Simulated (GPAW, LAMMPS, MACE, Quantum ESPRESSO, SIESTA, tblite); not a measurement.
# Forces in glassy 44SiO2-56MgO (mol %) (83 atoms), program by program

Aim: forces, pressure and gap of glassy 44SiO2-56MgO (mol %) (83 atoms) at one geometry, from other programs and methods, against plane-wave PBE.

Results are calculated, not measured.

### Step 1. The cell

The cell holds 83 atoms (15 Si, 19 Mg and 49 O), with edges of 10.18, 10.18 and 10.18 Å. Recipe: 83 atoms (15 Si, 19 Mg, 49 O) placed at random at 2.56 g/cm³, melted at 4000 K for 10 ps at fixed volume with the Morse and Coulomb pair potential with partial charges (Pedone, Malavasi, Menziani, Cormack and Segre, J. Phys. Chem. B 110, 11780 (2006)). Quenched from 4000 K to 300 K at 30 K/ps and fixed volume, held 10 ps at zero pressure. The density is 2.62 g/cm³.

### Step 2. The reference input

Quantum ESPRESSO 7.5: Kohn-Sham DFT, PBE, SSSP efficiency 1.3.0 pseudopotentials, plane waves. Its input, pw.in:

```
&control
  calculation = 'scf'
  pseudo_dir = './pseudo'
  outdir = './tmp'
  disk_io = 'none'
  tprnfor = .true.
  tstress = .true.
/
&system
  ibrav = 0
  nat = 83
  ntyp = 3
  ecutwfc = 60
  ecutrho = 480
  nosym = .true.
  occupations = 'smearing'
  smearing = 'fd'
  degauss = 0.003675
/
&electrons
  conv_thr = 4.1e-07
  electron_maxstep = 100
  mixing_beta = 0.4
  mixing_mode = 'plain'
  diagonalization = 'david'
/
ATOMIC_SPECIES
Si 28.085 Si.upf
Mg 24.305 Mg.upf
O 15.999 O.upf
CELL_PARAMETERS angstrom
10.18214 0.00000 0.00000
0.00000 10.18214 0.00000
0.00000 0.00000 10.18214
ATOMIC_POSITIONS crystal
Si 0.28613 0.87242 0.93756
Si 0.06020 0.93136 0.11459
Si 0.75041 0.57867 0.78979
Si 0.52087 0.21796 0.77796
[... 77 atom lines left out ...]
O 0.78381 0.46295 0.42449
O 0.45127 0.94758 0.40530
K_POINTS gamma
```

```console
$ OMP_NUM_THREADS=1 mpirun -np 2 pw.x -in pw.in > output.txt
```

It took 3.9 min on 2 MPI ranks of Arm Neoverse V1, shared host; peak memory 3 GiB.

It converged with an r.m.s. force component of 1.4 eV/Å and a pressure of 5.2 GPa.

Its highest filled and lowest empty levels lie 3.32 eV apart on its k-points.

### Step 3. The other programs

- GPAW 26.7.0: PAW with atomic orbitals (LCAO), plane waves or a real-space grid of spacing h.
- MACE: machine-learned potential, published weights.
- Quantum ESPRESSO 7.5: plane waves; labels (QE) give functional, pseudopotential set and cutoffs of waves/density.
- SIESTA 5.4.2: numerical atomic orbitals, whose automatically made sets are far from complete, with PseudoDojo norm-conserving potentials that we converted to its format (checked against plane waves on the same files for H, C, O, Si, Ge and Ca alone); labels give functional, basis size, energy shift and mesh cutoff.
- tblite 0.8.0: extended tight binding, driven from Python.

All use the same cell and atoms, and the electronic-structure runs the same k-mesh.

### Step 4. All runs compared

Differences are against the reference: forces as r.m.s. over components, share as that over the reference's r.m.s. force, slope as the fitted ratio of a run's forces to the reference's.

```
                                                 run  Δ force, r.m.s. (meV/Å)  share (%)  slope  Δ pressure (GPa)  Δ gap (eV)  cores  CPU time  memory (GiB)
                                           reference                        -          -      -                 -           -      2   7.9 min           3.0
                        GPAW PBE, LCAO dzp, h 0.18 Å                      347       24.3  1.171                 -      -0.162      1     4 min           1.6
  GPAW PBE, LCAO dzp, h 0.18 Å, other mixer settings                      347       24.3  1.171                 -      -0.162      2   5.7 min           1.8
          GPAW PBE, LCAO szp(dzp), h 0.18 Å (coarse)                      352       24.7  1.161                 -      -0.330      1   2.8 min           1.5
                         MACE MP-0b2 small potential                     89.8       6.30  0.960           -0.0332           -      1     7.3 s          0.66
                        MACE MP-0b3 medium potential                     92.1       6.46  0.953           -0.0581           -      1     8.6 s           1.1
                         MACE MPA-0 medium potential                     71.7       5.03  0.971             0.483           -      1     8.6 s           1.1
     QE PBE+D3(BJ), sssp-1.3.0-efficiency, 60/480 Ry                     6.62      0.464  1.000             -2.28           0      2   7.8 min           3.0
                         QE PBE, gbrv-1.5, 40/200 Ry                     37.7       2.65  0.980             0.231      0.0301      2   4.5 min           1.2
 SIESTA PBE, DZ, shift 0.01 Ry, mesh 500 Ry (coarse)                     1163       81.6  1.552              6.33      -0.200      2   2.1 min           1.2
         SIESTA PBE, DZP, shift 0.01 Ry, mesh 500 Ry                      241       16.9  1.107              1.64      -0.159      2   4.5 min           1.9
SIESTA PBE, DZP, shift 0.04 Ry, mesh 500 Ry (coarse)                      253       17.7  1.059             -12.4      -0.198      2   2.3 min           1.3
         SIESTA PBE, TZP, shift 0.01 Ry, mesh 500 Ry                      177       12.5  1.081             0.445      -0.158      4   5.9 min           2.5
                                     tblite GFN1-xTB                      532       37.3  0.753              2.89           -      1     4.8 s          0.11
```

Rows marked coarse were listed beforehand as settings not expected to be converged; some can still land near the reference.

Times of the machine-learned potentials are mostly Python's start and the loading of weights.

CPU time is summed over cores on shared hosts, so it is rough.

### Step 5. What came out

Forces lie from 0.46 % (QE PBE+D3(BJ), sssp-1.3.0-efficiency, 60/480 Ry) to 82 % (SIESTA PBE, DZ, shift 0.01 Ry, mesh 500 Ry, coarse) of the reference's r.m.s. force of 1.4 eV/Å away from it. Other PBE runs on plane waves or a grid: QE PBE, gbrv-1.5, 40/200 Ry 2.6 % of the r.m.s. force; the reference has errors of its own, so differences under a few per cent don't tell which side is nearer the exact PBE result. The PBE runs in local orbitals, coarse settings apart, differ by 12 % (SIESTA PBE, TZP, shift 0.01 Ry, mesh 500 Ry) to 24 % (GPAW PBE, LCAO dzp, h 0.18 Å); basis, grid and potentials can all enter. Tight binding differs by 37 % (tblite GFN1-xTB); it is another model, with fitted parameters of its own, and the xTB methods hold dispersion.

Machine-learned potentials differ by 5.0 % (MACE MPA-0 medium potential) to 6.5 % (MACE MP-0b3 medium potential); they were trained on other programs' data. In the reference's own program, potentials and cutoffs, a change of model alone moves forces by 0.46 % (QE PBE+D3(BJ), sssp-1.3.0-efficiency, 60/480 Ry). Runs with settings chosen to be coarse differ by 18 % (SIESTA PBE, DZP, shift 0.04 Ry, mesh 500 Ry) to 82 % (SIESTA PBE, DZ, shift 0.01 Ry, mesh 500 Ry), their programs' other errors included. GPAW PBE, LCAO dzp, h 0.18 Å stiffens the forces by a factor of 1.17 while following their directions (correlation 0.989); the slopes of the 3 GPAW runs lie between 1.16 and 1.17; the difference isn't even, but is largest on one element. Pressures at PBE, coarse settings apart, lie +0.23 to +1.64 GPa from the reference's. Gaps at PBE, coarse settings apart, lie -0.16 to +0.03 eV from the reference's.

**Limits.** Periodic xTB results under one method name differ between programs and library versions. The potentials hold different valence shells: 392 electrons in the reference, 544 in GPAW, 544 in Quantum ESPRESSO with GBRV and 544 in SIESTA; this bears on time and differences. The reference's pressure holds the uncorrected Pulay stress of its 60 Ry basis, so small pressure differences may be the reference's own error. Machine-learned potentials mimic data converged in k, so the reference's own k-point error enters their differences. The quench rate of 30 K/ps is many orders above laboratory rates, so the cell is likely richer in defects and strain than a real sample. The network of bonds at the start is that of the classical potential that made the cell, and needn't be the one that DFT or experiment would give. The electronic-structure runs sample only Γ, in a cell whose shortest periodic width is 10 Å. Where levels are smeared, the DFT runs use Fermi–Dirac occupations at 580 K (0.05 eV), and energies are free energies. The reference's cutoffs and mesh weren't converged further here.

[Logs are printed without paths, hosts, clocks, repeated set-up lines and the standing remarks that a program may print on its own settings, such as how far it seeks lower states.]

[Hosts, paths, dates, database ids (printed as entryN), source tags and the programs' standing remarks are cut or masked in the printed files.]

[Cells were taken only where this reference lay near another plane-wave run.]
